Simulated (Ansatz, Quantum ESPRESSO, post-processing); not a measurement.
# Li: work function by face, part 6 of 6

Aim: the work function of the low-index faces of Li, their order, and how far the functional matters.

Quantum ESPRESSO 7.5; plane-wave DFT, PBE, GBRV ultrasoft pseudopotentials; geometry and cross-check by Ansatz 0.2.0 with PAW datasets.

So far. Step 11 (Electrostatic potential of (100)): On (100) the work function under PBEsol lies +0.02 eV from PBE's. Step 12 (Geometry from Ansatz of (111)): The relaxation lowers the energy by 5 meV an atom. Held were the atoms numbered 3, 4, 5, 6 and 7; the forces quoted are those on the free ones.

## Step 15: SCF with pw.x of (111), PBEsol

Level of this step: plane-wave DFT, PBEsol, GBRV ultrasoft pseudopotentials (Quantum ESPRESSO 7.5).

Input file 111.pbesol.in:

```
&control
  prefix = '111.pbesol'
  outdir = './out'
  pseudo_dir = './pseudo'
  calculation = 'scf'
  tprnfor = .true.
/
&system
  ibrav = 0
  nat = 9
  ntyp = 1
  ecutwfc = 40
  ecutrho = 200
  occupations = 'smearing'
  smearing = 'mv'
  degauss = 0.02
/
&electrons
  conv_thr = 1e-07
  mixing_beta = 0.4
  electron_maxstep = 120
  mixing_mode = 'local-TF'
/
ATOMIC_SPECIES
  Li  6.9400  li_pbesol_v1.4.uspp.F.UPF
CELL_PARAMETERS angstrom
  4.93560533271608 0.00000000002887 0.00000000000000
  2.46780266633304 4.27435960120051 0.00000000000000
  0.00000000000000 0.00000000000000 24.05980975790000
ATOMIC_POSITIONS crystal
  Li  0.333333333333 0.333333333333 0.337420528088
  Li  0.666666666667 0.666666666667 0.382898279268
  Li  0.000000000000 0.000000000000 0.416252353600
  Li  0.333333333333 0.333333333333 0.458126176800
  Li  0.666666666667 0.666666666667 0.500000000000
  Li  0.000000000000 0.000000000000 0.541873823200
  Li  0.333333333333 0.333333333333 0.583747646400
  Li  0.666666666667 0.666666666667 0.617101717228
  Li  0.000000000000 0.000000000000 0.662579458891
K_POINTS automatic
  6 6 1 0 0 0
```

Command:

```sh
$ OMP_NUM_THREADS=1 mpirun -n 2 pw.x -nk 2 -in 111.pbesol.in > 111.pbesol.out
```

Output:

```text
[banner, memory and clock lines left out]
Program PWSCF v.7.5 starts
[...]
Message from routine setup:
[...]
number of electrons       =        27.00
     number of Kohn-Sham states=           18
     kinetic-energy cutoff     =      40.0000  Ry
     charge density cutoff     =     200.0000  Ry
[...]
number of k points=     7  Marzari-Vanderbilt smearing, width (Ry)=  0.0200
[...]
Dense  grid:   163465 G-vectors     FFT dimensions: (  45,  45, 216)
[...]
negative rho (up, down):  2.492E-04 0.000E+00
     Starting wfcs are   45 randomized atomic wfcs
[...]
negative rho (up, down):  5.363E-05 0.000E+00
[...]
estimated scf accuracy    <       1.66063543 Ry
[...]
negative rho (up, down):  6.646E-06 0.000E+00
[...]
estimated scf accuracy    <       0.93783198 Ry
[...]
negative rho (up, down):  4.493E-07 0.000E+00
[...]
estimated scf accuracy    <       0.03907901 Ry
[...]
negative rho (up, down):  6.236E-08 0.000E+00
[...]
estimated scf accuracy    <       0.00987427 Ry
[...]
estimated scf accuracy    <       0.00436995 Ry
[...]
estimated scf accuracy    <       0.00068336 Ry
[...]
estimated scf accuracy    <       0.00035677 Ry
[...]
estimated scf accuracy    <       0.00019104 Ry
[...]
estimated scf accuracy    <       0.00010457 Ry
[...]
estimated scf accuracy    <       0.00004182 Ry
[...]
estimated scf accuracy    <       0.00000447 Ry
[...]
negative rho (up, down):  2.522E-08 0.000E+00
[...]
estimated scf accuracy    <       0.00000580 Ry
[...]
negative rho (up, down):  6.816E-07 0.000E+00
[...]
estimated scf accuracy    <       0.00000264 Ry
[...]
negative rho (up, down):  1.349E-05 0.000E+00
[...]
estimated scf accuracy    <       0.00000017 Ry
[...]
negative rho (up, down):  2.701E-05 0.000E+00
[...]
estimated scf accuracy    <       0.00000017 Ry
[...]
negative rho (up, down):  2.368E-05 0.000E+00
[...]
the Fermi energy is    -1.4222 ev
!    total energy              =    -129.22048547 Ry
     estimated scf accuracy    <          8.9E-09 Ry
     smearing contrib. (-TS)   =      -0.00115217 Ry
     internal energy E=F+TS    =    -129.21933330 Ry
[...]
one-electron contribution =    -461.01532950 Ry
     hartree contribution      =     217.04630206 Ry
     xc contribution           =     -29.30298791 Ry
     ewald contribution        =     144.05268206 Ry
     convergence has been achieved in  16 iterations
[...]
Total force =     0.002917     Total SCF correction =     0.000087
[...]
```

Wall time 46 s (2 MPI ranks of Arm Neoverse V2, shared host); peak memory 0.48 GiB.

This step gave:

| Item | Value |
| --- | --- |
| free energy | -1758.1343 eV |
| Fermi energy | -1.422 eV |

## Step 16: Electrostatic potential of (111)

Input file 111.pbesol.pot.in:

```
&inputpp
  prefix = '111.pbesol'
  outdir = './out'
  filplot = '111.pbesol.pot.dat'
  plot_num = 11
/
```

Command:

```sh
$ OMP_NUM_THREADS=1 mpirun -n 2 pp.x -in 111.pbesol.pot.in > 111.pbesol.pot.out
```

Run time: 0.98 s. Hardware: 2 MPI ranks; peak memory 0.13 GiB; 1.8 s of CPU time.

Numbers from this step:

* work function of the upper face: 2.904 eV
* slope of the potential above: 6.33e-4 eV/Å
* upper vacuum line continued to the top atoms, over the Fermi level: 2.901 eV
* work function of the lower face: 2.904 eV
* slope of the potential below: -4.79e-4 eV/Å
* lower vacuum line continued to the bottom atoms, over the Fermi level: 2.902 eV

On (111) the work function under PBEsol lies +0.02 eV from PBE's.

## Step 17: The series side by side

All levels:

```tsv
level	work function (eV)	Ansatz, PBE (eV)	CPU time (s)
(110), PBE	3.173	3.192	92.4
(110), PBEsol	3.2	-	86.62
(100), PBE	2.906	2.949	35.56
(100), PBEsol	2.93	-	35.82
(111), PBE	2.88	2.922	85.12
(111), PBEsol	2.904	-	91.33
```

## Step 18: The arithmetic

For (110) under PBE, on the run's own zero: φ = 2.299 − (-0.874) = 3.173 eV.

## Step 19: Summary of results

```json
{"work function of (110), PBE": "3.17 eV", "work function of (110), PBEsol": "3.20 eV", "work function of (100), PBE": "2.91 eV", "work function of (100), PBEsol": "2.93 eV", "work function of (111), PBE": "2.88 eV", "work function of (111), PBEsol": "2.90 eV"}
```

In words: Under PBE the work functions are 3.17 eV on (110), 2.91 eV on (100) and 2.88 eV on (111). In order of packing, from 8.61 to 21.10 Å² an atom, the faces are (110), (100) and (111). The work function falls in the same order, as Smoluchowski's picture of charge smoothing over rough faces expects, though faces within 0.08 eV of each other are not told apart by these slabs. PBEsol lies +0.02 to +0.03 eV from PBE on the same atoms, nearly a rigid shift. The top two spacings change by -6.8 and -3.4 % on (110), +2.1 and -4.1 % on (100) and +8.6 and -20.3 % on (111). Ansatz, with Fermi-Dirac smearing and its own datasets, agrees within 0.04 eV under PBE. The slabs are thin and unreconstructed, at the tabulated lattice constant; thickness and mesh leave some 0.05 to 0.1 eV open.

Calculation against experiment:

| quantity | measured | (110), PBE | (100), PBE | (111), PBE |
| --- | --- | --- | --- | --- |
| work function, loosely compared (polycrystalline sample, no single face) (eV) | 2.93 | 3.17 (+0.24 eV) | 2.91 (-0.02 eV) | 2.88 (-0.05 eV) |

Measured values from arxiv:1902.07811 (2019).

How well it matches: A polycrystal averages over faces, so this is a loose comparison.

[Logs are printed without paths, hosts, clocks, repeated set-up lines and the standing remarks that a program may print on its own settings, such as how far it seeks lower states.]

[Hosts, paths, dates, database ids (printed as entryN), source tags and the programs' standing remarks are cut or masked in the printed files.]

[Maps of the electrostatic potential energy from Ansatz leave out the sawtooth potential of an applied field or a dipole correction, so their vacuum need not be flat; planar profiles and work functions include it.]
